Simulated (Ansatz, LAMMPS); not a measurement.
# Elastic response of glassy 62P2O5-33BaO-4SnO2 (mol %) (124 atoms): runs compared

Aim: relax glassy 62P2O5-33BaO-4SnO2 (mol %) (124 atoms), then change its volume to read the bulk modulus from the stress.

Computed with Ansatz 0.2.0: Kohn-Sham DFT, PBE, PAW (set soft_2), plane waves.

**1. The cell**

The cell holds 124 atoms: 30 P, 8 Ba, 1 Sn and 85 O. Its edges and angles: a = 12.323 Å, b = 12.323 Å, c = 12.323 Å, α = 90.0°, β = 90.0°, γ = 90.0°. 124 atoms (30 P, 8 Ba, 1 Sn, 85 O) placed at random at 3.14 g/cm³, melted at 4000 K for 10 ps at fixed volume with the Morse and Coulomb pair potential with partial charges (Pedone, Malavasi, Menziani, Cormack and Segre, J. Phys. Chem. B 110, 11780 (2006)). Quenched from 4000 K to 300 K at 50 K/ps and fixed volume, held 10 ps at zero pressure.

What the set-up can't give: The quench rate of 50 K/ps is many orders above laboratory rates, so the cell is likely richer in defects and strain than a real sample. The starting topology of bonds comes from the classical model, and needn't be the one that DFT or experiment would give. The Brillouin zone is sampled at Γ only. Spin–orbit coupling is left out, which matters for the levels of the heavy elements.

**2. The reference run**

The reference is a single point at the end of the relaxation.

Every strained cell starts from the geometry of this run, and its atoms are relaxed with the cell held.

Its input, with most atom lines left out:

```yaml
crystal:
  lattice:
    - [12.42771, 0.08337, 0.2359]
    - [0.08337, 11.71109, 0.18042]
    - [0.2359, 0.18042, 12.0801]
  atoms:
    - { symbol: P, position: [0.51932, 0.74367, 0.43353] }
    - { symbol: P, position: [0.13396, 0.26979, 0.50359] }
    - { symbol: P, position: [0.01786, 0.36047, 0.71569] }
    - { symbol: P, position: [0.33259, 0.2537, 0.22182] }
    - { symbol: P, position: [0.22976, 0.7526, 0.83942] }
    - { symbol: P, position: [0.78423, 0.02884, 0.19612] }
    - { symbol: P, position: [0.40956, 0.42238, 0.6751] }
    [... atom lines 8 to 124 left out ...]
kpoints:
  mp_grid: { grid: [1, 1, 1] }
hamiltonian:
  xc: pbe
scf:
  occupations: { method: fermi_dirac, width: 0.05 }
output:
  forces: true
  stress: true
  populations: true
  dos:
    method: { smearing: { sigma: 0.15 } }
    de: 0.1
    projected: { site_lists: { Ba: [Ba], O: [O], P: [P], Sn: [Sn] } }
  eigenvalues: true
  write_density: true
  write_potential: true
  volumetric_format: npy
```

- free energy per atom: -1004.7033 eV/atom
- r.m.s. force component: 0.00827 eV/Å
- pressure: 0.008962 GPa

Filled and empty levels are parted by 2.24 eV (at Γ alone); a semilocal functional tends to put such gaps too low. In a disordered cell it changes from sample to sample, and tail or defect levels can set it.

**3. The runs**

Each row is one run, on 4 threads of Intel Xeon Platinum 8259CL at 2.50GHz (Skylake/Cascade Lake), shared host. The free energy is the program's total, comparable only between runs with the same functional and atoms.

| run | atoms | outcome | relaxation steps | free energy (eV) | time | host memory (GiB) |
| --- | --- | --- | --- | --- | --- | --- |
| Single point at the start | 124 | converged | - | -124565.503 | 31 s | 2.9 |
| Cell and atoms relaxed | 124 | converged | 41 | -124583.212 | 16 min | 3.0 |
| Single point at the relaxed geometry | 124 | converged | - | -124583.212 | 38 s | 2.7 |
| Volume -3 % | 124 | converged | 16 | -124583.066 | 6.4 min | 2.7 |
| Volume +3 % | 124 | converged | 10 | -124583.026 | 4.3 min | 2.9 |
| Volume -6 % | 124 | cut at the time limit | 16 | -124582.492 | 7 min | 2.7 |
| Volume +6 % | 124 | cut at the time limit | 11 | -124582.650 | 5 min | 2.9 |
| Volume -10 % | 124 | cut at the time limit | 10 | -124580.689 | 3.9 min | 2.5 |

In some runs the program notes that the SCF threshold is loose for the stress.

**4. Pressure against volume**

Atoms are relaxed at each volume, in the scaled cell.

| volume change (%) | volume (Å³/atom) | energy change (meV/atom) | pressure (GPa) | largest move on relaxing (Å) | bonds | gap (eV) |
| --- | --- | --- | --- | --- | --- | --- |
| -3 | 13.745 | 1.18 | 1.05 | 0.49 | 188 | 2.15 |
| +0 | 14.170 | 0.00 | 0.01 | - | 182 | 2.24 |
| +3 | 14.595 | 1.50 | -1.01 | 0.15 | 180 | 2.21 |

**5. Findings**

The bulk modulus, from the slope of pressure against ln V over the three points nearest the relaxed volume, is 34.4 GPa. The count of bonds runs from 180 to 188 over the series, so at some points contacts cross the cutoffs. The gap stays between 2.15 and 2.24 eV with no steady trend.

**Limits.** Strains are finite and relaxations stop at the force tolerance of the input, which can leave moduli too stiff; they are those of a static cell at zero temperature. Volumes are changed with the cell's shape held, so in an anisotropic solid the modulus lies over the one under free hydrostatic load. The program notes that the SCF threshold of the relaxations is loose for the stress.

The DFT runs together took 44 min of wall time.

[Long decimals in the printed logs are rounded to 6 places.]

[Logs are printed without paths, hosts, clocks, repeated set-up lines and the standing remarks that a program may print on its own settings, such as how far it seeks lower states.]

[Hosts, paths, dates, database ids (printed as entryN), source tags and the programs' standing remarks are cut or masked in the printed files.]
